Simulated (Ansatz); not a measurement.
# Rb on Pd(100): change of the work function, part 2 of 4

How does one ordered layer of Rb (hollow site) change the work function of Pd(100), and what dipole does each adsorbate carry?

Ansatz 0.2.0; plane-wave DFT, PBE, Ansatz PAW (the session's first sound run).

So far, work function, upper face (eV): step 2 (the clean slab) 5.10.

**3. Adsorbate added**

System of this step: Rb/Pd(100). The cell holds 17 atoms: 16 Pd and 1 Rb. Cell: a = 5.501 Å, b = 5.501 Å, c = 27.161 Å, α = 90.0°, β = 90.0°, γ = 90.0°. Vacuum lies along c.

The clean slab as it ended is repeated in the plane and the adsorbate is set on one face; the cell's size fixes the coverage, and the k-mesh shrinks with it to keep the sampling density about even. Adsorbate and upper layers relax, since the dipole depends on the height.

The input, input.yaml:

```yaml
crystal:
  lattice:
    - [5.5012907576, 0.0, 0.0]
    - [0.0, 5.5012907576, 0.0]
    - [0.0, 0.0, 27.161201975]
  atoms:
    - { symbol: Pd, position: [0.25, 0.25, 0.331354997] }
    - { symbol: Pd, position: [0.0, 0.0, 0.4029644936] }
    - { symbol: Pd, position: [0.25, 0.25, 0.4767815372] }
    - { symbol: Pd, position: [0.0, 0.0, 0.5497641076] }
    - { symbol: Pd, position: [0.25, 0.75, 0.331354997] }
    - { symbol: Pd, position: [0.0, 0.5, 0.4029644936] }
    - { symbol: Pd, position: [0.25, 0.75, 0.4767815372] }
    - { symbol: Pd, position: [0.0, 0.5, 0.5497641076] }
    - { symbol: Pd, position: [0.75, 0.25, 0.331354997] }
    - { symbol: Pd, position: [0.5, 0.0, 0.4029644936] }
    - { symbol: Pd, position: [0.75, 0.25, 0.4767815372] }
    - { symbol: Pd, position: [0.5, 0.0, 0.5497641076] }
    - { symbol: Pd, position: [0.75, 0.75, 0.331354997] }
    - { symbol: Pd, position: [0.5, 0.5, 0.4029644936] }
    - { symbol: Pd, position: [0.75, 0.75, 0.4767815372] }
    - { symbol: Pd, position: [0.5, 0.5, 0.5497641076] }
    - { symbol: Rb, position: [0.25, 0.25, 0.668645003] }
kpoints:
  mp_grid: { grid: [6, 6, 1] }
hamiltonian:
  xc: pbe
scf:
  occupations: { method: fermi_dirac, width: 0.1 }
  convergence: { dr2_threshold: 1.0e-08 }
efield:
  axis: 3
  dipole_correction: true
  ramp_position: 0.97
  ramp_width: 0.06
relax:
  f_tol: 0.02
  max_steps: 60
  constraints: [{ sites: [0, 1, 4, 5, 8, 9, 12, 13] }]
output:
  bader: true
  dos: { projected: true, e_range: [-8, 4] }
  write_potential: true
  write_density: true
  volumetric_format: npy
  elf: true
```

On the command line:

```console
$ ansatz run input.yaml --threads 4 --pin off --max-ram 6144MiB --backend cpu --events-out ev --progress --plain --runs-dir out
```

Output:

```text
[...]
Crystal: 17 atoms, lattice volume = 822.012 Å³
Basis set: ecut = 420 eV, 16023 PW (Γ), exchange–correlation on 80×80×384 points (8 copies of the dense FFT grid, shifted against one another)
Bands: 179, of which v1, the nominal top of the filled ones, is band 149 counted from 1 (148 counted from 0)
Symmetry: 8 space group operations
[...]
k-points: 10 of 36
[...]
SCF iter   1: F=—  HF=-114829.123093 eV  |F-HF|=—  |Δ(HF+E_count)|=         —  Δρ=1.18e-2  dr2=1.24e1  ethr=1.77e-3  p=0.572 e·Å  D=1.26e-1 V/Å  ΔV_dip=-3.42 eV  dr2_dipole=5.82e-1  V_vac-E_F(+/−)=1.28/4.70 eV  ⟨swp⟩=7.0  Hψ=7436  notcnv=0  defer=57
[...]
SCF iter  13: F=-114828.883240 eV  HF=-114828.883240 eV  |F-HF|=1.64e-8  |Δ(HF+E_count)|=   3.51e-8  Δρ=4.21e-7  dr2=2.07e-9  ethr=3.37e-12  p=0.541 e·Å  D=1.19e-1 V/Å  ΔV_dip=-3.24 eV  dr2_dipole=8.24e-11  V_vac-E_F(+/−)=1.86/5.10 eV  ⟨swp⟩=18.1  Hψ=13774  notcnv=0
SCF 1 converged in 13 iterations: F = -114828.883240 eV  dr2 = 2.07e-9
[...]
relax step   1: F+E_penalty+E_count = -114828.88324011 eV  Δ(F+E_penalty+E_count) = +0.000e0 eV  max|allowed force component| = 6.803e-1 eV/Å  Δτ_max = 0.0000 Å  (13 SCF iters, accepted)
[...]
SCF iter  11: F=-114828.963587 eV  HF=-114828.963587 eV  |F-HF|=1.02e-9  |Δ(HF+E_count)|=   6.48e-9  Δρ=4.02e-7  dr2=3.31e-9  ethr=3.37e-12  p=0.556 e·Å  D=1.22e-1 V/Å  ΔV_dip=-3.33 eV  dr2_dipole=2.65e-12  V_vac-E_F(+/−)=1.78/5.10 eV  ⟨swp⟩=8.4  Hψ=10378  notcnv=0
SCF 2 converged in 11 iterations: F = -114828.963587 eV  dr2 = 3.31e-9
[...]
relax step   2: F+E_penalty+E_count = -114828.96358651 eV  Δ(F+E_penalty+E_count) = -8.035e-2 eV  max|allowed force component| = 6.203e-1 eV/Å  Δτ_max = 0.1113 Å  (11 SCF iters, accepted)
SCF iter   1: F=—  HF=-114829.080459 eV  |F-HF|=—  |Δ(HF+E_count)|=         —  Δρ=2.49e-3  dr2=2.72e-1  ethr=7.00e-4  p=0.556 e·Å  D=1.22e-1 V/Å  ΔV_dip=-3.33 eV  dr2_dipole=3.31e-2  V_vac-E_F(+/−)=1.79/5.12 eV  ⟨swp⟩=5.7  Hψ=4560  notcnv=0  defer=94
[...]
SCF iter  11: F=-114829.075685 eV  HF=-114829.075685 eV  |F-HF|=4.51e-9  |Δ(HF+E_count)|=   1.69e-8  Δρ=7.09e-7  dr2=9.63e-9  ethr=3.37e-12  p=0.583 e·Å  D=1.28e-1 V/Å  ΔV_dip=-3.48 eV  dr2_dipole=5.79e-10  V_vac-E_F(+/−)=1.62/5.10 eV  ⟨swp⟩=16.2  Hψ=12275  notcnv=0
SCF 3 converged in 11 iterations: F = -114829.075685 eV  dr2 = 9.63e-9
relax step   3: F+E_penalty+E_count = -114829.07568514 eV  Δ(F+E_penalty+E_count) = -1.121e-1 eV  max|allowed force component| = 4.056e-1 eV/Å  Δτ_max = 0.1958 Å  (11 SCF iters, accepted)
[...]
relax step   4: F+E_penalty+E_count = -114829.12817011 eV  Δ(F+E_penalty+E_count) = -5.248e-2 eV  max|allowed force component| = 8.513e-2 eV/Å  Δτ_max = 0.1993 Å  (12 SCF iters, accepted)
[...]
relax step   5: F+E_penalty+E_count = -114829.13176411 eV  Δ(F+E_penalty+E_count) = -3.594e-3 eV  max|allowed force component| = 2.663e-2 eV/Å  Δτ_max = 0.0763 Å  (10 SCF iters, accepted)
SCF iter   1: F=—  HF=-114829.132175 eV  |F-HF|=—  |Δ(HF+E_count)|=         —  Δρ=3.51e-4  dr2=2.38e-3  ethr=4.05e-6  p=0.601 e·Å  D=1.32e-1 V/Å  ΔV_dip=-3.59 eV  dr2_dipole=3.74e-4  V_vac-E_F(+/−)=1.51/5.10 eV  ⟨swp⟩=3.0  Hψ=3749  notcnv=0  defer=93
[...]
SCF iter   9: F=-114829.132079 eV  HF=-114829.132079 eV  |F-HF|=2.17e-9  |Δ(HF+E_count)|=   2.23e-8  Δρ=3.53e-7  dr2=2.85e-9  ethr=3.37e-12  p=0.601 e·Å  D=1.32e-1 V/Å  ΔV_dip=-3.59 eV  dr2_dipole=4.62e-10  V_vac-E_F(+/−)=1.51/5.10 eV  ⟨swp⟩=13.5  Hψ=12124  notcnv=0
SCF 6 converged in 9 iterations: F = -114829.132079 eV  dr2 = 2.85e-9
relax step   6: F+E_penalty+E_count = -114829.13207889 eV  Δ(F+E_penalty+E_count) = -3.148e-4 eV  max|allowed force component| = 1.842e-3 eV/Å  Δτ_max = 0.0171 Å  (9 SCF iters, accepted)
NSCF: frozen V_eff on 10 k-points
[...]
WARN: The output density's exchange-correlation potential varies sharply where the density is thin. Do not read a vacuum level from v_tot or v_xc, or from such a field of the output density. On a cell that repeats whose density bears no net charge and no dipole along the vacuum's axis use v_es (v_loc + v_h of the components); under efield.dipole_correction with no amplitude use v_es + v_field, which holds any externa [...]
SCF converged after 9 iterations
Free energy (F): -114829.132079 eV
[...]
Internal energy: -114828.116985 eV  (E = F + TS)
E sigma→0 (E₀):  -114828.624532 eV
Entropy (-TS):   -1.015094 eV (-59.711 meV/atom)
Fermi energy:    3.800254 eV
Dipole field:    D = 0.132199 V/Å  (p = 0.600542 e·Å, saw-weighted, corrected)
Work function:   Φ+ = 1.5097 eV   Φ− = 5.1004 eV
[...]
--- Forces (eV/Å), atoms counted from 1 ---
  atom   1  Pd    -0.00000000     0.00000000    -0.17119671
  atom   2  Pd     0.02335693     0.02335693     0.18042478
  atom   3  Pd    -0.00000000     0.00000000    -0.00123084
  atom   4  Pd     0.00045644     0.00045644     0.00175550
  atom   5  Pd    -0.00000000    -0.00000000    -0.18073322
  atom   6  Pd     0.02335693    -0.02335693     0.18042478
  atom   7  Pd    -0.00000000     0.00000000    -0.00141066
  atom   8  Pd     0.00045644    -0.00045644     0.00175550
  atom   9  Pd    -0.00000000     0.00000000    -0.18073322
  atom  10  Pd    -0.02335693     0.02335693     0.18042478
  atom  11  Pd     0.00000000    -0.00000000    -0.00141066
  atom  12  Pd    -0.00045644     0.00045644     0.00175550
  atom  13  Pd    -0.00000000    -0.00000000    -0.18896536
  atom  14  Pd    -0.02335693    -0.02335693     0.18042478
  atom  15  Pd    -0.00000000     0.00000000    -0.00124510
  atom  16  Pd    -0.00045644    -0.00045644     0.00175550
  atom  17  Rb    -0.00000000    -0.00000000    -0.00184171
  max |Σ_I F_I| component: 4.64e-5 eV/Å
--- Band table (eV; the first three rows and the last of 10) ---
  k-point 0: bands = [... 145 lower, 3.8533, 3.8874, 3.8874, 4.1473, 4.1739, 4.4451, 4.4560, 4.7331, ... 26 higher]
  k-point 1: bands = [... 145 lower, 3.7217, 3.9251, 3.9310, 3.9509, 4.1918, 4.2202, 4.2206, 4.2310, ... 26 higher]
  k-point 2: bands = [... 145 lower, 3.6690, 3.6854, 3.7214, 3.7529, 3.7605, 3.8936, 3.9207, 3.9290, ... 26 higher]
  k-point 9: bands = [... 145 lower, 3.2203, 3.2262, 3.2498, 3.7683, 3.7683, 3.7686, 3.7791, 4.3610, ... 26 higher]
--- Relaxed structure (6 steps of the walk, 6 accepted, 0 SCFs on fresh bases) ---
  F+E_penalty+E_count = -114829.13207889 eV   max|allowed force component| = 1.842e-3 eV/Å
  atoms:
    - { symbol: Pd, position: [0.25, 0.25, 0.331355] }
    - { symbol: Pd, position: [0.0, 0.0, 0.402964] }
    - { symbol: Pd, position: [0.25, 0.25, 0.477463] }
    - { symbol: Pd, position: [-0.00172506, -0.00172506, 0.550304] }
    - { symbol: Pd, position: [0.25, 0.75, 0.331355] }
    - { symbol: Pd, position: [0.0, 0.5, 0.402964] }
    - { symbol: Pd, position: [0.25, 0.75, 0.477027] }
    - { symbol: Pd, position: [-0.00172506, 0.501725, 0.550304] }
    - { symbol: Pd, position: [0.75, 0.25, 0.331355] }
    - { symbol: Pd, position: [0.5, 0.0, 0.402964] }
    - { symbol: Pd, position: [0.75, 0.25, 0.477027] }
    - { symbol: Pd, position: [0.501725, -0.00172506, 0.550304] }
    - { symbol: Pd, position: [0.75, 0.75, 0.331355] }
    - { symbol: Pd, position: [0.5, 0.5, 0.402964] }
    - { symbol: Pd, position: [0.75, 0.75, 0.476408] }
    - { symbol: Pd, position: [0.501725, 0.501725, 0.550304] }
    - { symbol: Rb, position: [0.25, 0.25, 0.647825] }
--- Bader charges: 17 sites ---
  site symbol  charge [e]  shift [e]
     0     Pd     -0.0277     0.0000
     1     Pd      0.0286     0.0000
     2     Pd      0.0179     0.0000
     3     Pd     -0.1812     0.0000
     4     Pd     -0.0265     0.0000
     5     Pd      0.0286     0.0000
     6     Pd      0.0155     0.0000
     7     Pd     -0.1812     0.0000
     8     Pd     -0.0265     0.0000
     9     Pd      0.0286     0.0000
    10     Pd      0.0155     0.0000
    11     Pd     -0.1812     0.0000
    12     Pd     -0.0271     0.0000
    13     Pd      0.0286     0.0000
    14     Pd      0.0150     0.0000
    15     Pd     -0.1812     0.0000
    16     Rb      0.6542     0.0000
  estimated error of the sums over rays = 3.4e-4 e
```

The job ended after 8.7 min (4 threads of Arm Neoverse N1, shared host; peak memory 3.6 GiB).

Relaxation path:

```
step  energy less that of the first step (eV)  largest force component (eV/Å)
   1                                   0.0000                          0.6803
   2                                  -0.0803                          0.6203
   3                                  -0.1924                          0.4056
   4                                  -0.2449                          0.0851
   5                                  -0.2485                          0.0266
   6                                  -0.2488                          0.0018
```

The run keeps the 8 symmetry operations that the program found, so distortions that break them were not tested.

The atoms that moved most (Å):

```
atom      dx      dy      dz  length
Rb17   0.000   0.000  -0.566   0.566
 Pd4  -0.009  -0.009   0.015   0.020
Pd12   0.009  -0.009   0.015   0.020
 Pd8  -0.009   0.009   0.015   0.020
Pd16   0.009   0.009   0.015   0.020
 Pd3   0.000   0.000   0.019   0.019
Pd15   0.000   0.000  -0.010   0.010
Pd11   0.000   0.000   0.007   0.007
```

Numbers from this step:

| Quantity | Value |
| --- | --- |
| energy at zero smearing | -114828.6245 eV |
| work function, upper face | 1.510 eV |
| work function, lower face | 5.100 eV |
| dipole along the normal | 0.6005 e·Å |
| step between the vacuum levels | -3.591 eV |

Running mean over 1.945 Å of the planar mean; the ramp of the sawtooth is left out. Table of electron's electrostatic potential energy less the Fermi level by z:

```
z (Å)  electron's electrostatic potential energy less the Fermi level (eV)
  3.5                                                                 5.10
  4.0                                                                 5.10
  4.5                                                                 5.10
  5.0                                                                 5.10
  5.5                                                                 5.09
  6.0                                                                 5.06
  6.5                                                                 4.95
  7.0                                                                 4.53
  7.5                                                                 2.73
  8.0                                                                -1.67
  8.5                                                                -6.20
  9.0                                                                -8.07
  9.5                                                                -8.39
 10.0                                                                -8.45
 10.5                                                                -8.49
 11.0                                                                -8.46
 11.5                                                                -8.14
 12.0                                                                -7.93
 12.5                                                                -8.20
 13.0                                                                -8.41
 13.5                                                                -8.17
 14.0                                                                -7.98
 14.5                                                                -8.11
 15.0                                                                -7.97
 15.5                                                                -6.04
 16.0                                                                -2.10
 16.5                                                                0.135
 17.0                                                               -0.748
 17.5                                                                -1.78
 18.0                                                                -1.98
 18.5                                                               -0.925
 19.0                                                                0.561
 19.5                                                                 1.17
 20.0                                                                 1.35
 20.5                                                                 1.42
 21.0                                                                 1.46
 21.5                                                                 1.48
 22.0                                                                 1.50
 22.5                                                                 1.50
 23.0                                                                 1.51
 23.5                                                                 1.51
 24.0                                                                 1.51
```

The density of states has structure finer than the step of the table below, so its rows give means over 0.25 eV. Peaks (eV: height): -2.380: 79.8, -2.200: 59.1, -1.500: 58.1, -0.990: 48.3, -0.540: 48.7, -0.030: 70.2, 0.030: 54.7.

Table of density of states by energy, zero at the Fermi level; means over each step:

```
energy (eV)  density of states (states/eV a cell)
      -6.75                                     0
      -6.50                                0.0219
      -6.25                                  1.04
      -6.00                                  1.14
      -5.75                                  1.33
      -5.50                                  1.44
      -5.25                                  1.66
      -5.00                                  3.88
      -4.75                                  15.5
      -4.50                                  26.8
      -4.25                                  31.2
      -4.00                                  30.1
      -3.75                                  30.4
      -3.50                                  27.6
      -3.25                                  26.6
      -3.00                                  26.5
      -2.75                                  27.8
      -2.50                                  34.7
      -2.25                                  45.1
      -2.00                                  29.0
      -1.75                                  34.0
      -1.50                                  40.8
      -1.25                                  30.0
      -1.00                                  43.5
      -0.75                                  34.7
      -0.50                                  42.8
      -0.25                                  36.7
       0.00                                  38.6
       0.25                                  9.76
       0.50                                  7.33
       0.75                                  5.73
       1.00                                  6.28
       1.25                                  5.74
       1.50                                  6.71
       1.75                                  6.03
```

Projected DOS per atom over height of the atomic layer and energy from the Fermi level. Layers: Pd4 Pd4 Pd4 Pd4 Rb from below.

Values in states/eV, 22 rows by 5 columns, each cell a mean:
```
0.02 0.03 0.03 0.03 0.28
0.05 0.06 0.07 0.05 0.32
0.08 0.09 0.10 0.08 0.56
0.37 0.23 0.25 0.34 0.61
1.84 2.22 2.09 1.48 0.38
2.72 2.16 1.99 2.54 0.19
2.79 1.64 2.03 2.78 0.41
2.51 1.69 1.76 2.56 0.21
2.36 1.05 1.20 2.56 0.16
2.55 2.60 2.46 2.67 0.14
1.58 1.78 1.82 1.70 0.04
1.49 1.54 1.62 1.73 0.04
1.65 1.85 1.92 1.72 0.06
1.17 2.53 2.37 1.02 0.16
0.58 2.14 1.93 0.48 0.15
0.05 0.17 0.15 0.05 0.06
0.02 0.02 0.02 0.01 0.03
0.01 0.01 0.00 0.01 0.03
0.00 0.00 0.00 0.00 0.01
0.00 0.00 0.00 0.00 0.00
0.00 0.00 0.00 0.00 0.00
0.00 0.00 0.00 0.00 0.00
```
Columns: height of the atomic layer (Å) from 9 to 17.6 (not evenly spaced); rows upwards: energy from the Fermi level (eV) from -7.96 to 1.95.

ELF in the ca plane at fractional y = 0.250, with atoms of Pd and Rb within 0.2 Å of it. It is the smooth field of the valence electrons, not physical close to the nuclei.

Ten even steps from '0' (0.00) to '9' (0.86), each cell a mean:
```
22222222222222222222221000110000000000000000
34543222222345422222221100000000000000000000
55555221112555542211111110000000000000000000
65355221112653552211111110000000000000000000
55555221122555542211111100000000000000000000
34543222222345422222221100000000000000000000
22222222222222222222221000110000000000000000
22222222222222222222221025663100000000000000
23332222222234322222210279997410000000000000
45554221122455532222211699899730000000000000
55355221112553552221102894289841000000000000
55455221112554552221112894289831000000000000
45554221122455532222211699899630000000000000
23332222222233322222210279997410000000000000
22222222222222222222221025653100000000000000
```
Columns run along c (16.0 Å, from fractional 0.30 to 0.89 of the cell), rows up along a (5.5 Å). Atoms in or near the plane, at fractional coordinates: Pd at (0.33, 0.25), Pd at (0.48, 0.25), Pd at (0.33, 0.75), Pd at (0.48, 0.75), Rb at (0.65, 0.25).

Valence density in the ca plane at fractional y = 0.250, with atoms of Pd and Rb within 0.2 Å of it. It is the smooth field of the valence electrons, not physical close to the nuclei.

Values in units of 1e0 e/Å³, 8 rows by 16 columns, each cell a mean:
```
1.0 0.8 0.2 0.2 1.1 0.7 0.2 0.1 0.0 0.0 0.0 0.0 0.0 0.0 0.0 0.0
7.1 5.2 0.2 0.3 7.5 4.8 0.2 0.1 0.0 0.0 0.0 0.0 0.0 0.0 0.0 0.0
5.2 3.8 0.2 0.3 5.5 3.4 0.2 0.1 0.0 0.0 0.0 0.0 0.0 0.0 0.0 0.0
0.4 0.4 0.2 0.2 0.5 0.4 0.2 0.2 0.0 0.0 0.0 0.0 0.0 0.0 0.0 0.0
1.0 0.8 0.2 0.2 1.1 0.7 0.2 0.2 0.2 0.8 0.2 0.0 0.0 0.0 0.0 0.0
7.1 5.2 0.2 0.3 7.4 4.9 0.2 0.1 0.7 1.8 0.8 0.0 0.0 0.0 0.0 0.0
5.2 3.8 0.2 0.2 5.4 3.5 0.2 0.1 0.5 1.8 0.6 0.0 0.0 0.0 0.0 0.0
0.4 0.4 0.2 0.2 0.5 0.4 0.2 0.2 0.1 0.4 0.1 0.0 0.0 0.0 0.0 0.0
```
Columns run along c (16.0 Å, from fractional 0.30 to 0.89 of the cell), rows up along a (5.5 Å). Atoms in or near the plane, at fractional coordinates: Pd at (0.33, 0.25), Pd at (0.48, 0.25), Pd at (0.33, 0.75), Pd at (0.48, 0.75), Rb at (0.65, 0.25).

Electrostatic potential energy in the ca plane at fractional y = 0.250, with atoms of Pd and Rb within 0.2 Å of it. With pseudopotentials it is smooth inside the atoms' cores, unlike the true potential.

Ten even steps from '0' (-60 eV) to '9' (8 eV), each cell a mean:
```
98889999999988999999999999999999999999999999
85458999999754689999999999999999999999999999
52025999998510269999999999999999999999999999
40004899998400158999999999999999999999999999
52025999998510269999999999999999999999999999
85458999999854689999999999999999999999999999
98889999999988999999999999999999999999999999
99999999999999999999999999899999999999999999
87678999999877799999999987678999999999999999
63236999999632379999999851037899999999999999
51015899998400158999999710006899999999999999
51015899998400158999999720006899999999999999
73237999999632479999999851037899999999999999
87778999999877799999999987678999999999999999
99999999999999999999999999899999999999999999
```
Columns run along c (16.0 Å, from fractional 0.30 to 0.89 of the cell; values clipped at the 3rd and 97th percentile), rows up along a (5.5 Å). Atoms in or near the plane, at fractional coordinates: Pd at (0.33, 0.25), Pd at (0.48, 0.25), Pd at (0.33, 0.75), Pd at (0.48, 0.75), Rb at (0.65, 0.25).

The relaxation took 6 steps and lowered the energy by 0.25 eV; the largest force on the free atoms ends at 0.0018 eV/Å.

By hand: a sheet of dipoles makes a step −p/(ε₀A) in the electron's potential. With e/ε₀ = 180.95 V·Å, p = 0.6005 e·Å and A = 30.26 Å², that is −180.95 × (0.6005) / 30.26 = -3.591 eV, and the two vacuum levels of the run differ by -3.591 eV.

The covered face has 1.51 eV, -3.59 eV against the clean one; the bare back face has moved by -0.00 eV, a measure of how thin the slab is.

[end of part 2 of 4]

[Long decimals in the printed logs are rounded to 6 places.]

[Logs are printed without paths, hosts, clocks, repeated set-up lines and the standing remarks that a program may print on its own settings, such as how far it seeks lower states.]

[Hosts, paths, dates, database ids (printed as entryN), source tags and the programs' standing remarks are cut or masked in the printed files.]

[Maps of the electrostatic potential energy from Ansatz leave out the sawtooth potential of an applied field or a dipole correction, so their vacuum need not be flat; planar profiles and work functions include it.]

[The density of states shown here was stored with 400 of the rows of the run's finer table, so its peaks can read low, often by over a quarter, or be missed, and its means over a window can be off by a tenth or more.]
